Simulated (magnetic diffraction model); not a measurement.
# Magnetic neutron pattern of FeBiS4

Space group C2/c (no. 15), a = 8.7450 Å, b = 13.1010 Å, c = 6.4790 Å, β = 132.05°.

| site | atom | x | y | z |
| --- | --- | --- | --- | --- |
| 4e | Bi | 0 | 0.8749 | 1/4 |
| 4e | Fe | 1/2 | 0.8944 | 1/4 |
| 8f | S | 0.7724 | 0.9588 | 0.7511 |
| 8f | S | 0.8210 | 0.7061 | 0.8497 |

The compound is invented for this exercise: a known structure type with other elements, its cell scaled to their sizes and not relaxed.

Only Fe is taken to order (form factors of Fe3+); orders and moment sizes are assumed, and not adapted to the symmetry. Radiation: neutrons of λ = 2.0775 Å, 5° to 50°; isotropic B of 0.35 Å² (Bi), 0.59 Å² (Fe) and 0.69 Å² (S). The intensities are simulated: I ∝ L Σ (|F_N|² + |F_M⊥|²) for unpolarised neutrons, with F_M = 2.695 fm/μB × Σ f(s) S exp(2πi Q·r) exp(−B s²) at Q = H ± k (one set where k and −k are equivalent), only the part normal to Q counting and L = 1/(sin²θ cos θ). For collinear order S is the moment m, which repeats by lattice and centring translations R with the sign exp(−2πi k·R). Form factors are spin-only for 3d ions and dipole or tabulated for f ions, scattering lengths are Sears's of 1992, and absorption is left out. A label names one of the reflections at its angle. The strongest nuclear line in the range is 100, and lines under 0.2 are left out.

Assume the order k = (1/2 1/2 0), collinear moments along [010], 4.46 μB on Fe; signs + at (1/2, 0.8944, 1/4), − at (0, 0.6056, 3/4).

Predict the pattern, nuclear and magnetic parts apart.

```
2θ (°)         index  nuclear  magnetic
 10.24   (1/2 1/2 0)      0.0     148.2
 16.48  (1/2 -3/2 0)      0.0       7.1
 18.25       (0 2 0)      2.6       0.0
 20.43  (1/2 1/2 -1)      0.0       4.8
 20.57       (1 1 0)      1.3       0.0
 20.68      (1 1 -1)      0.8       0.0
 21.99  (-3/2 1/2 1)      0.0       4.2
 24.22  (-1/2 3/2 1)      0.0      15.7
 25.56  (3/2 3/2 -1)      0.0      14.5
 28.15  (3/2 -1/2 0)      0.0      20.2
 30.50  (1/2 5/2 -1)      0.0       8.2
 31.07   (3/2 3/2 0)      0.0       4.3
 31.08       (0 2 1)    100.0       0.0
 31.59  (-3/2 5/2 1)      0.0       8.2
 32.38   (1/2 1/2 1)      0.0       1.7
 33.19      (2 2 -1)     90.6       0.0
 33.39      (1 3 -1)      4.2       0.0
 33.57  (1/2 -7/2 0)      0.0       0.5
 34.97  (1/2 -3/2 1)      0.0       8.1
 35.40  (5/2 1/2 -1)      0.0       1.4
 36.98       (0 4 0)     15.7       0.0
 37.32       (2 0 0)      9.5       0.0
 37.58      (2 0 -2)      6.1       0.0
 37.82  (-5/2 3/2 1)      0.0       6.8
 38.15  (-3/2 1/2 2)      0.0       9.6
 38.17  (-1/2 7/2 1)      0.0       1.6
 39.07  (3/2 7/2 -1)      0.0       1.7
 39.73   (1/2 5/2 1)      0.0       6.4
 39.94  (5/2 1/2 -2)      0.0       8.5
 40.43  (3/2 3/2 -2)      0.0       2.4
 41.37       (1 1 1)      4.4       0.0
 42.08      (2 2 -2)      0.8       0.0
 42.13  (-5/2 3/2 2)      0.0       2.2
 42.30  (5/2 5/2 -1)      0.0       5.7
 42.90   (1/2 9/2 0)      0.0       0.4
 43.04   (3/2 7/2 0)      0.0       1.6
 44.67      (3 1 -1)      3.3       0.0
 44.84      (3 1 -2)      1.9       0.0
 45.12       (0 4 1)      3.5       0.0
 45.28  (1/2 1/2 -2)      0.0       6.0
 46.08  (1/2 -7/2 1)      0.0       1.7
 46.69      (2 4 -1)     30.5       0.0
 47.27  (-1/2 3/2 2)      0.0       1.6
 47.39   (5/2 1/2 0)      0.0       5.3
 48.38  (-5/2 7/2 1)      0.0       1.6
 49.32  (5/2 -3/2 0)      0.0       1.4
 49.48  (3/2 -1/2 1)      0.0       0.6
 49.62      (1 3 -2)      3.2       0.0
```
(The table stops after 48 lines; 1 more lie at higher angle.)

The strongest magnetic line in the range is (1/2 1/2 0) at 10.24° (148.2). On top of the Lorentz factor, which all lines share, magnetic lines fade with angle because f falls: for Fe3+ it is 0.92, 0.72, 0.50 and 0.17 at sin θ/λ = 0.1, 0.2, 0.3 and 0.5 Å⁻¹, while nuclear lengths stay constant. The order has no net moment.

[Logs are printed without paths, hosts, clocks, repeated set-up lines and the standing remarks that a program may print on its own settings, such as how far it seeks lower states.]
